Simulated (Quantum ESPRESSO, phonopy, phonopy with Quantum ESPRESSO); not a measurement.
# LiF (Fm-3m): phonons against volume, part 2 of 3

Wanted: mode Grüneisen parameters of LiF and a free-energy fit over volumes.

Measurements to reproduce:
- volume expansion coefficient 99.6 1e-6/K and heat capacity C_P per formula unit 42 J/mol/K near room temperature (given in “High-Throughput Prediction of Finite-Temperature Properties using the Quasi-Harmonic Approximation”, 2016, arXiv:1603.06924)
- volume expansion coefficient 106.5 1e-6/K near room temperature (given in “Descriptors for thermal expansion in solids”, 2017, arXiv:1701.03966)

Quantum ESPRESSO 7.5; DFT LDA, scalar-relativistic, plane waves, GBRV ultrasoft pseudopotentials.

So far. Step 13 (Self-consistent run, V/V0 0.985): The run ends at a pressure of 1.35 GPa. Step 14 (Born charges and dielectric tensor): The Born charges sum to zero within 0.0051 e; the rest is removed before use. Acoustic frequencies in this log differ from zero by the error of the sum rule, which ph.x does not impose.

### 15. A displaced supercell

System of this step: LiF. It takes space group Imm2 (No. 44, orthorhombic). Conventional cell: a = 5.505 Å, b = 7.785 Å, c = 5.505 Å, α = 90.00°, β = 90.00°, γ = 90.00°. Li has 6 F at 1.93 to 1.96 Å nearest. Li has 6 F at 1.95 Å nearest. Nearest to Li lie 6 F at 1.95 Å. Nearest to F lie 6 Li at 1.95 Å. Farther neighbours and most contacts between anions are not listed.

Contents of disp-00001.in:

```
&CONTROL
  calculation = 'scf'
  prefix      = 'x'
  outdir      = './tmp'
  pseudo_dir  = './pseudo'
  tprnfor     = .true.
  disk_io     = 'none'
/
&SYSTEM
  ibrav       = 0
  nat         = 16
  ntyp        = 2
  ecutwfc     = 45.0
  ecutrho     = 270.0
  occupations = 'fixed'
  nbnd        = 42
/
&ELECTRONS
  conv_thr         = 1.0d-11
  mixing_beta      = 0.7
  electron_maxstep = 100
/
ATOMIC_SPECIES
 Li      6.9400  Li.upf
 F      18.9984  F.upf
CELL_PARAMETERS angstrom
     0.000000000    3.892273127    3.892273127
     3.892273127    0.000000000    3.892273127
     3.892273127    3.892273127    0.000000000
ATOMIC_POSITIONS crystal
 Li     0.003633387   0.000000000   0.000000000
 Li     0.500000000   0.000000000   0.000000000
 Li     0.000000000   0.500000000   0.000000000
 Li     0.500000000   0.500000000   0.000000000
 Li     0.000000000   0.000000000   0.500000000
 Li     0.500000000   0.000000000   0.500000000
 Li     0.000000000   0.500000000   0.500000000
 Li     0.500000000   0.500000000   0.500000000
 F      0.250000000   0.250000000   0.250000000
 F      0.750000000   0.250000000   0.250000000
 F      0.250000000   0.750000000   0.250000000
 F      0.750000000   0.750000000   0.250000000
 F      0.250000000   0.250000000   0.750000000
 F      0.750000000   0.250000000   0.750000000
 F      0.250000000   0.750000000   0.750000000
 F      0.750000000   0.750000000   0.750000000
K_POINTS automatic
 4 4 4 0 0 0
```

Started as:

```sh
> OMP_NUM_THREADS=1 mpirun -n 4 pw.x -nk 4 -in disp-00001.in > disp-00001.out
```

The job ended after 24 s (4 MPI ranks of Arm Neoverse V2, shared host; 97 s of CPU time).

### 16. Lattice dynamics at this volume, V/V0 0.985

This step: DFT LDA, scalar-relativistic, plane waves, GBRV ultrasoft pseudopotentials (phonopy with Quantum ESPRESSO 4.10.0 / 7.5).

It took 26 s on 8 threads.

Phonopy, LO-TO term from ph.x's tensors. Phonon branches along the path, in cm⁻¹:

```
    point  branch 1  branch 2  branch 3  branch 4  branch 5  branch 6
        Γ         0         0         0       357       357       678
  halfway       185       185       292       387       387       595
        X       254       254       385       395       395       494
  halfway       253       279       378       388       413       487
        U       251       323       356       367       462       470
jump to K       251       323       356       367       462       470
  halfway       201       211       299       318       402       628
        Γ         0         0         0       357       357       678
  halfway       165       165       273       346       346       662
        L       239       239       331       331       404       635
  halfway       253       282       351       376       397       563
        W       290       331       331       403       447       447
  halfway       273       280       372       399       411       480
        X       254       254       385       395       395       494
```

No mode is imaginary beyond numerical noise along the path. The highest zone-centre mode (no LO–TO term) moved by +3.9 % for a volume change of -1.5 %.

The time given is that of the 2 pw.x runs on displaced cells behind this step.

### 17. Self-consistent run, V/V0 1.03

This step: DFT LDA, scalar-relativistic, plane waves, GBRV ultrasoft pseudopotentials (Quantum ESPRESSO 7.5).

System of this step: LiF. The structure is cubic, space group Fm-3m (No. 225). Conventional cell: a = 3.951 Å, b = 3.951 Å, c = 3.951 Å, α = 90.00°, β = 90.00°, γ = 90.00°. Nearest to Li lie 6 F at 1.98 Å. Nearest to F lie 6 Li at 1.98 Å. Farther neighbours and most contacts between anions are not listed.

Contents of scf.in:

```
&CONTROL
  calculation = 'scf'
  prefix      = 'x'
  outdir      = './tmp'
  pseudo_dir  = './pseudo'
  tprnfor     = .true.
  tstress     = .true.
/
&SYSTEM
  ibrav       = 0
  nat         = 2
  ntyp        = 2
  ecutwfc     = 45.0
  ecutrho     = 270.0
  occupations = 'fixed'
  nbnd        = 7
/
&ELECTRONS
  conv_thr         = 1.0d-12
  mixing_beta      = 0.7
  electron_maxstep = 100
/
ATOMIC_SPECIES
 Li      6.9400  Li.upf
 F      18.9984  F.upf
CELL_PARAMETERS angstrom
     0.000000000    1.975332960    1.975332960
     1.975332960    0.000000000    1.975332960
     1.975332960    1.975332960    0.000000000
ATOMIC_POSITIONS crystal
 Li     0.000000000   0.000000000   0.000000000
 F      0.500000000   0.500000000   0.500000000
K_POINTS automatic
 10 10 10 0 0 0
```

Started as:

```sh
> OMP_NUM_THREADS=1 mpirun -n 8 pw.x -nk 8 -in scf.in > scf.out
```

Elapsed: 1.2 s, on 8 MPI ranks; 8.8 s of CPU time.

The run ends at a pressure of -2.42 GPa.

### 18. Born charges and dielectric tensor

Contents of ph.in:

```
phonons
&INPUTPH
  prefix = 'x'
  outdir = './tmp'
  fildyn = 'x.dyn'
  tr2_ph = 1.0d-18
  epsil  = .true.
/
0.000000000 0.000000000 0.000000000
```

scf.in is that of step 17.

Started as:

```sh
> OMP_NUM_THREADS=1 mpirun -n 8 ph.x -nk 8 -in ph.in > ph.out
```

Wall time 7.6 s (8 MPI ranks).

ε∞:

```
2.10 0.00 0.00
0.00 2.10 0.00
0.00 0.00 2.10
```

The Born charges sum to zero within 0.0051 e; the rest is removed before use. Acoustic frequencies in this log differ from zero by the error of the sum rule, which ph.x does not impose.

### 19. Forces on a displaced cell

System of this step: LiF. Symmetry: Imm2, No. 44, orthorhombic system. Conventional cell: a = 5.587 Å, b = 7.901 Å, c = 5.587 Å, α = 90.00°, β = 90.00°, γ = 90.00°. Li has 6 F at 1.96 to 1.99 Å nearest. Nearest to Li lie 6 F at 1.98 Å. Nearest to F lie 6 Li at 1.98 Å. Farther neighbours and most contacts between anions are not listed.

Changes to disp-00001.in since step 15:

```diff
@@ -26,7 +26,7 @@
 CELL_PARAMETERS angstrom
-     0.000000000    3.892273127    3.892273127
-     3.892273127    0.000000000    3.892273127
-     3.892273127    3.892273127    0.000000000
+     0.000000000    3.950665919    3.950665919
+     3.950665919    0.000000000    3.950665919
+     3.950665919    3.950665919    0.000000000
 ATOMIC_POSITIONS crystal
- Li     0.003633387   0.000000000   0.000000000
+ Li     0.003579684   0.000000000   0.000000000
  Li     0.500000000   0.000000000   0.000000000
```

Started as:

```sh
> OMP_NUM_THREADS=1 mpirun -n 4 pw.x -nk 4 -in disp-00001.in > disp-00001.out
```

Wall time 25 s (4 MPI ranks).

### 20. Phonons, V/V0 1.03

This step: DFT LDA, scalar-relativistic, plane waves, GBRV ultrasoft pseudopotentials (phonopy with Quantum ESPRESSO 4.10.0 / 7.5).

Wall time 27 s (8 threads).

No mode is imaginary beyond numerical noise along the path. The highest zone-centre mode (no LO–TO term) moved by -7.6 % for a volume change of +3.0 %.

The time given is that of the 2 pw.x runs on displaced cells behind this step.

### 21. Self-consistent run, V/V0 0.97

This step: DFT LDA, scalar-relativistic, plane waves, GBRV ultrasoft pseudopotentials (Quantum ESPRESSO 7.5).

System of this step: LiF. It takes space group Fm-3m (No. 225, cubic). The conventional cell has a = 3.872 Å, b = 3.872 Å, c = 3.872 Å, α = 90.00°, β = 90.00°, γ = 90.00°. Nearest to Li lie 6 F at 1.94 Å. Nearest to F lie 6 Li at 1.94 Å. Farther neighbours and most contacts between anions are not listed.

Changes to scf.in since step 18:

```diff
@@ -26,5 +26,5 @@
 CELL_PARAMETERS angstrom
-     0.000000000    1.975332960    1.975332960
-     1.975332960    0.000000000    1.975332960
-     1.975332960    1.975332960    0.000000000
+     0.000000000    1.936207123    1.936207123
+     1.936207123    0.000000000    1.936207123
+     1.936207123    1.936207123    0.000000000
 ATOMIC_POSITIONS crystal
```

Started as:

```sh
> OMP_NUM_THREADS=1 mpirun -n 8 pw.x -nk 8 -in scf.in > scf.out
```

The job ended after 1.2 s (8 MPI ranks).

The run ends at a pressure of 2.81 GPa.

### 22. Born charges and dielectric tensor

ph.in is that of step 18.

scf.in is that of step 21.

Started as:

```sh
> OMP_NUM_THREADS=1 mpirun -n 8 ph.x -nk 8 -in ph.in > ph.out
```

Elapsed: 7.3 s, on 8 MPI ranks; 57 s of CPU time.

ε∞:

```
2.12 0.00 0.00
0.00 2.12 0.00
0.00 0.00 2.12
```

The Born charges sum to zero within 0.0051 e; the rest is removed before use. Acoustic frequencies in this log differ from zero by the error of the sum rule, which ph.x does not impose.

### 23. Forces on a displaced cell

System of this step: LiF. The structure is orthorhombic, space group Imm2 (No. 44). Conventional cell: a = 5.476 Å, b = 7.745 Å, c = 5.476 Å, α = 90.00°, β = 90.00°, γ = 90.00°. Nearest to Li lie 6 F at 1.92 to 1.95 Å. Nearest to Li lie 6 F at 1.94 Å. Li has 6 F at 1.94 Å nearest. Nearest to F lie 6 Li at 1.94 Å. Farther neighbours and most contacts between anions are not listed.

Changes to disp-00001.in since step 19:

```diff
@@ -26,7 +26,7 @@
 CELL_PARAMETERS angstrom
-     0.000000000    3.950665919    3.950665919
-     3.950665919    0.000000000    3.950665919
-     3.950665919    3.950665919    0.000000000
+     0.000000000    3.872414246    3.872414246
+     3.872414246    0.000000000    3.872414246
+     3.872414246    3.872414246    0.000000000
 ATOMIC_POSITIONS crystal
- Li     0.003579684   0.000000000   0.000000000
+ Li     0.003652020   0.000000000   0.000000000
  Li     0.500000000   0.000000000   0.000000000
```

Started as:

```sh
> OMP_NUM_THREADS=1 mpirun -n 4 pw.x -nk 4 -in disp-00001.in > disp-00001.out
```

It took 26 s on 4 MPI ranks; 1.8 min of CPU time.

A gap read on the k-mesh alone can miss the band edges.

### 24. Phonons, V/V0 0.97

This step: DFT LDA, scalar-relativistic, plane waves, GBRV ultrasoft pseudopotentials (phonopy with Quantum ESPRESSO 4.10.0 / 7.5).

Wall time 27 s (8 threads).

No mode is imaginary beyond numerical noise along the path. The highest zone-centre mode (no LO–TO term) moved by +7.9 % for a volume change of -3.0 %.

The time given is that of the 2 pw.x runs on displaced cells behind this step.

### 25. Self-consistent run, V/V0 1.05

This step: DFT LDA, scalar-relativistic, plane waves, GBRV ultrasoft pseudopotentials (Quantum ESPRESSO 7.5).

System of this step: LiF. The structure is cubic, space group Fm-3m (No. 225). Conventional cell: a = 3.976 Å, b = 3.976 Å, c = 3.976 Å, α = 90.00°, β = 90.00°, γ = 90.00°. Nearest to Li lie 6 F at 1.99 Å. Nearest to F lie 6 Li at 1.99 Å. Farther neighbours and most contacts between anions are not listed.

Changes to scf.in since step 22:

```diff
@@ -26,5 +26,5 @@
 CELL_PARAMETERS angstrom
-     0.000000000    1.936207123    1.936207123
-     1.936207123    0.000000000    1.936207123
-     1.936207123    1.936207123    0.000000000
+     0.000000000    1.988036415    1.988036415
+     1.988036415    0.000000000    1.988036415
+     1.988036415    1.988036415    0.000000000
 ATOMIC_POSITIONS crystal
```

Started as:

```sh
> OMP_NUM_THREADS=1 mpirun -n 8 pw.x -nk 8 -in scf.in > scf.out
```

It took 1.3 s on 8 MPI ranks.

The run ends at a pressure of -3.83 GPa.

### 26. Zone-centre response

ph.in is that of step 22.

scf.in is that of step 25.

Started as:

```sh
> OMP_NUM_THREADS=1 mpirun -n 8 ph.x -nk 8 -in ph.in > ph.out
```

Run time: 7.5 s. Hardware: 8 MPI ranks.

The Born charges sum to zero within 0.0051 e; the rest is removed before use. Acoustic frequencies in this log differ from zero by the error of the sum rule, which ph.x does not impose.

### 27. A displaced supercell

System of this step: LiF. Symmetry: Imm2, No. 44, orthorhombic system. The conventional cell has a = 5.623 Å, b = 7.952 Å, c = 5.623 Å, α = 90.00°, β = 90.00°, γ = 90.00°. Li has 6 F at 1.97 to 2.00 Å nearest. Li has 6 F at 1.99 Å nearest. Nearest to Li lie 6 F at 1.99 Å. Nearest to F lie 6 Li at 1.99 Å. Farther neighbours and most contacts between anions are not listed.

Changes to disp-00001.in since step 23:

```diff
@@ -26,7 +26,7 @@
 CELL_PARAMETERS angstrom
-     0.000000000    3.872414246    3.872414246
-     3.872414246    0.000000000    3.872414246
-     3.872414246    3.872414246    0.000000000
+     0.000000000    3.976072829    3.976072829
+     3.976072829    0.000000000    3.976072829
+     3.976072829    3.976072829    0.000000000
 ATOMIC_POSITIONS crystal
- Li     0.003652020   0.000000000   0.000000000
+ Li     0.003556810   0.000000000   0.000000000
  Li     0.500000000   0.000000000   0.000000000
```

Started as:

```sh
> OMP_NUM_THREADS=1 mpirun -n 4 pw.x -nk 4 -in disp-00001.in > disp-00001.out
```

Wall time 25 s (4 MPI ranks); 99 s of CPU time.

### 28. Lattice dynamics at this volume, V/V0 1.05

This step: DFT LDA, scalar-relativistic, plane waves, GBRV ultrasoft pseudopotentials (phonopy with Quantum ESPRESSO 4.10.0 / 7.5).

Run time: 25 s. Hardware: 8 threads.

Phonopy, LO-TO term from ph.x's tensors. The phonon branches at the labelled points (cm⁻¹):

```
    point  branch 1  branch 2  branch 3  branch 4  branch 5  branch 6
        Γ         0         0         0       300       300       640
  halfway       178       178       252       332       332       564
        X       243       243       338       338       341       463
  halfway       240       262       332       337       362       454
        U       234       295       313       323       421       431
jump to K       234       295       313       323       421       431
  halfway       172       202       268       271       349       593
        Γ         0         0         0       300       300       640
  halfway       146       146       254       293       293       625
        L       209       209       285       285       375       600
  halfway       226       258       301       332       366       527
        W       261       305       305       362       403       403
  halfway       253       265       333       350       358       446
        X       243       243       338       338       341       463
```

No mode is imaginary beyond numerical noise along the path. The highest zone-centre mode (no LO–TO term) moved by -12.6 % for a volume change of +5.0 %.

The time given is that of the 2 pw.x runs on displaced cells behind this step.

### 29. How the modes move with volume

This step: DFT LDA, scalar-relativistic, plane waves, GBRV ultrasoft pseudopotentials (phonopy 4.10.0).

Numbers from this step:

```yaml
share_of_modes_with_a_negative_grueneisen_parameter: 0
```

Mean Grüneisen, by row:

```
T (K)  heat-capacity-weighted mean  root mean square
   50                        1.425              1.52
  100                        1.585             1.668
  200                        1.634             1.715
  300                        1.627              1.71
  500                        1.616             1.701
  800                        1.611             1.696
```

[end of part 2 of 3]

[Logs are printed without paths, hosts, clocks, repeated set-up lines and the standing remarks that a program may print on its own settings, such as how far it seeks lower states.]

[Hosts, paths, dates, database ids (printed as entryN), source tags and the programs' standing remarks are cut or masked in the printed files.]

[A step with changed settings may run another functional than the one named; its input shows which.]

[Of the runs on displaced cells, only some may be shown.]
